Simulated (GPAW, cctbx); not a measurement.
# How far are the atoms of K2ScCuBr6 from free atoms?

Question: by how much does bonding change the X-ray structure factors of K2ScCuBr6, and what does a routine refinement make of it?

The cell comes from substitution in a known structure type and wasn't matched to any measured phase. All numbers below are calculated.

### 1. Find the equilibrium geometry

The density hangs on the geometry, so cell and atoms are relaxed first, with the symmetry held. The cutoff is set higher than for the density because stress converges slowly with plane waves.

Settings: GPAW 26.7.0, PBE, 570 eV, 3×3×3 k-points, Fermi–Dirac width 0.05 eV, BFGS to 0.03 eV/Å.

```text
cell
1.0
     0.000000000    5.545500000    5.545500000
     5.545500000    0.000000000    5.545500000
     5.545500000    5.545500000    0.000000000
Br Cu Sc K
6 1 1 2
Direct
0.757800000 0.757800000 0.242200000
0.757800000 0.242200000 0.757800000
0.242200000 0.757800000 0.242200000
0.242200000 0.757800000 0.757800000
0.242200000 0.242200000 0.757800000
0.757800000 0.242200000 0.242200000
0.000000000 0.000000000 0.000000000
0.500000000 0.500000000 0.500000000
0.250000000 0.250000000 0.250000000
0.750000000 0.750000000 0.750000000
```

```console
$ OMP_NUM_THREADS=1 mpirun -n 4 gpaw python run.py > gpaw.log
```

```text
BFGS:    0      -33.923997        0.869719
BFGS:    1      -34.002169        0.796048
BFGS:    2      -34.409473        0.307592
BFGS:    3      -34.427877        0.325906
BFGS:    4      -34.433932        0.316430
BFGS:    5      -34.542332        0.127690
BFGS:    6      -34.570567        0.034368
BFGS:    7      -34.571880        0.008365
cell  7.5564 7.5564 7.5564  60.00 60.00 60.00
volume 305.089 A^3, largest force 0.009 eV/A, largest stress 0.00 GPa
```

After 7 steps the volume has changed by -10.6 % and the energy by -0.648 eV; the largest stress left is 0.00 GPa. It took 2.6 min on 4 cores of Intel(R) Xeon(R) 6975P-C (Granite Rapids) (shared host), peak memory 1.7 GiB.

Relaxed structure: Fm-3m (no. 225), a = 10.6863 Å, b = 10.6863 Å, c = 10.6863 Å, α = 90.00°, β = 90.00°, γ = 90.00°.

```
atom  mult.    x    y       z
 Br1     24    0    0  0.7491
 Cu1      4    0    0       0
 Sc1      4  1/2    0       0
  K1      8  1/4  3/4     3/4
```

### 2. Density and charge transfer

X-rays see the whole electron density, so the PAW density is rebuilt with its core regions. Subtracting spherical free atoms from the same code cancels the cores and leaves the deformation density Δρ, the part due to bonding.

Settings: PBE, 450 eV, 3×3×3 k-points, Fermi–Dirac width 0.05 eV; primitive cell of 10 atoms.

```console
$ OMP_NUM_THREADS=1 mpirun -n 4 gpaw python run.py > gpaw.log
```

```text
|iter:   1|       0s |  -35.297800 | +0.22 |       |
|iter:   2|       1s |  -35.112943 | -0.99 | -1.32 |
|iter:   3|       2s |  -34.507347 | -1.03 | -1.37 |
...
|iter:  11|       9s |  -34.480472c| -6.25 | -4.88c|
|iter:  12|      10s |  -34.480472c| -6.83 | -5.35c|
|iter:  13|      11s |  -34.480472c| -7.73c| -6.03c|
```

```text
grid (80, 80, 80)  electrons 298.000  moved by bonding 1.599 e
deformation density beyond 0.5 A of the nuclei: max 0.150, min -0.106 e/A^3
atom        x       y       z   Voronoi charge  moment
Br1    0.7491  0.7491  0.2509     -0.169       0.00
Br2    0.7491  0.2509  0.7491     -0.169       0.00
Br3    0.2509  0.7491  0.2509     -0.169       0.00
Br4    0.2509  0.7491  0.7491     -0.169       0.00
Br5    0.2509  0.2509  0.7491     -0.169       0.00
Br6    0.7491  0.2509  0.2509     -0.169       0.00
Cu7    0.0000  0.0000  0.0000      0.206       0.00
Sc8    0.5000  0.5000  0.5000      0.273       0.00
K 9    0.2500  0.2500  0.2500      0.266       0.00
K 10   0.7500  0.7500  0.7500      0.266       0.00
mean inner potential of superposed free atoms 11.628 V
total magnetic moment 0.000 muB
```

Deformation density in a plane through the shortest contact of the Br atom at the origin, in 0.01 e/Å³ (clipped at ±99); x from -1.6 to 4.3 Å, y from 2.4 down to -2.4 Å:

```text
  2   1   0  -1  -1  -1   0   0   2   2   .   .  -2   2   2   0
  1   0   0   0   0   0   0   0   1   3   1  -1   1   2   1   0
  0   0   0   0   0   0   0   0   0   3   6   8   5   2   0   0
  0   0   0   1   2   1   1   0  -1   0   3   5   3   0  -1   0
 -1   1   1   2   3   2   3   2  -1  -4  -1   6  -2  -3   0   2
 -1   2   1  -1   .  -2   3   6   2  -2  -5   .  -3  -2   3   6
  0   2   0   .   .   .   2   8   5   8   .   .   .   5   6   8
 -1   2   1  -1   .  -2   3   6   2  -2  -4   .  -4  -2   3   6
 -1   0   1   2   3   2   3   2  -1  -4  -1   6  -2  -3   0   2
  0   0   0   1   2   1   1   0  -1   0   3   5   3   0  -1   0
  0   0   0   0   0   0   0   0   0   3   6   8   6   2   0   0
  1   0   0   0   0   0   0   0   1   3   1  -1   1   2   1   0
  2   1   0  -1  -1  -1   0   0   2   2   .   .  -2   2   2   0
```

Atoms in or within 0.15 Å of the plane: Br (0.0, 0.0), Sc (2.7, 0.0) Å. Dots mark points within about 0.45 Å of a nucleus; large values next to them are atomic features.

Br gains most (-0.17 e) and Sc loses most (+0.27 e); Br is the most electronegative element, but the order of the others doesn't follow electronegativity. Such charges fall far short of formal ones, since overlapping free atoms already put density on their neighbours. Along the shortest contact from the Br atom at the map's origin, Br–Sc at 2.66 Å, Δρ is +0.07 e/Å³ at the midpoint; the highest value on the line, +0.14, lies at the edge of the range, 0.5 Å from Sc, and is an atomic rather than a bond feature: a modest build-up. At the midpoints of other shortest contacts it is +0.02 (Br–Cu, 2.68 Å) e/Å³. Point values carry grid noise of about 0.01 e/Å³. The run needed 13 iterations, 30 s.

### 3. Structure factors

The Fourier components of Δρ, added to those of the free atoms, give the static X-ray structure factors; the Mott–Bethe relation turns them into the Fourier components V of the potential that fast electrons feel.

```text
static structure factors of the conventional cell: F in electrons, V (Mott-Bethe) in volts
   h  k  l      d  |F| table  |F| free   |F| DFT   change   |V| free  |V| DFT  change %
   1  1  1  6.1697    30.017    29.727    29.330   -0.397     0.347    0.290    -16.4
   0  2  0  5.3432   310.046   309.775   310.740    0.965     1.956    1.853     -5.3
   0  2  2  3.7782    51.474    51.260    49.341   -1.920     1.114    1.217      9.2
   1  3  1  3.2220    36.104    35.774    35.775    0.002     0.086    0.086      0.1
   2  2  2  3.0849   662.440   663.328   666.246    2.918     4.597    4.493     -2.3
   0  4  0  2.6716   950.774   950.614   951.498    0.884     6.469    6.445     -0.4
   1  3  3  2.4516    39.661    39.187    39.637    0.450     0.014    0.004        -
   0  4  2  2.3895   263.317   262.681   262.283   -0.397     1.400    1.408      0.6
   2  4  2  2.1813    38.003    37.197    37.239    0.042     0.621    0.621     -0.1
   3  3  3  2.0566    42.567    41.990    42.610    0.620     0.065    0.055    -15.1
   1  5  1  2.0566    24.010    23.426    22.942   -0.484     0.038    0.030    -20.3
   0  4  4  1.8891   835.336   834.731   833.520   -1.212     4.787    4.803      0.3
   1  5  3  1.8063    27.480    26.897    26.954    0.057     0.005    0.004        -
   2  4  4  1.7811   238.450   237.661   236.761   -0.900     1.075    1.086      1.0
```

The largest X-ray change is +2.92 e on 222, 0.4 % of |F|. For electrons V goes as (Z − F)/g², so a change of F counts against Z − F, which is small at low angle and wherever the atoms' terms cancel: |V| of 111 moves by -16.4 % (0.35 to 0.29 V) against -1.3 % in |F|. The last three rows still change by up to 1.21 e; the table stops while the angles are still low. The tabulated Hartree–Fock atoms differ from the free DFT atoms by up to 0.89 e, so the choice of reference atom matters too.

### 4. Refining ordinary atoms against data with bonding

Routine crystallography fits spherical atoms. To see the bias, intensities are simulated from tabulated atoms plus the DFT change ΔF, so that bonding alone can misfit (19890 reflections of the full sphere, merged to the counts below, to 0.4 Å, 1 % proportional noise plus counting noise, assumed isotropic U as listed, Δρ smeared by the mean U) and refined with cctbx over different ranges.

| range | data | R1 | GooF | U Br1 (true 0.006) | U Cu1 (true 0.0064) | U Sc1 (true 0.0072) | U K1 (true 0.0074) | largest shift (Å) | Δρ max, min (e/Å³) |
| --- | --- | --- | --- | --- | --- | --- | --- | --- | --- |
| all data | 561 | 0.0054 | 1.06 | 0.0060 | 0.0064 | 0.0072 | 0.0074 | 0.0000 | 0.23, -0.36 |
| low resolution, d > 0.84 | 79 | 0.0034 | 1.32 | 0.0060 | 0.0064 | 0.0072 | 0.0074 | 0.0001 | 0.12, -0.10 |
| high order, d < 0.75 | 453 | 0.0067 | 1.01 | 0.0060 | 0.0064 | 0.0072 | 0.0074 | 0.0000 | 0.28, -0.30 |
| occupancies free, d > 0.7 | 128 | 0.0038 | 1.23 | 0.0059 | 0.0062 | 0.0070 | 0.0074 | 0.0000 | 0.12, -0.10 |

With all data GooF is 1.06, diluted by the many high-angle data; the misfit shows at low resolution; the top residual peak, near noise level, lies 1.72 Å from K and 2.57 Å from Br. No U is off by more than 3 s.u. at low resolution. With Br1 held at 1 and the scale free, the other occupancies refine to Cu1 0.997(0.002), Sc1 0.998(0.003) and K1 0.999(0.002), within three s.u. of full.

### 5. Answer

Bonding moves 1.60 e in the primitive cell of K2ScCuBr6 and changes the structure factors of the conventional cell in the table above by at most 2.92 e (222, 0.4 %), and among reflections above 2 % of the strongest by up to 3.7 % (022). The shortest bond, Br–Sc, has Δρ = +0.07 e/Å³ at its midpoint. With all data GooF is 1.06, diluted by the many high-angle data. Limits: static density, frozen cores, no spin–orbit coupling; no Hubbard U on Cu.

[Outputs are excerpts: Python notices, other lines and further rows are left out; steps that failed or that the build refused (PBEsol, TPSS) are not shown.]

[Logs are printed without paths, hosts, clocks, repeated set-up lines and the standing remarks that a program may print on its own settings, such as how far it seeks lower states.]
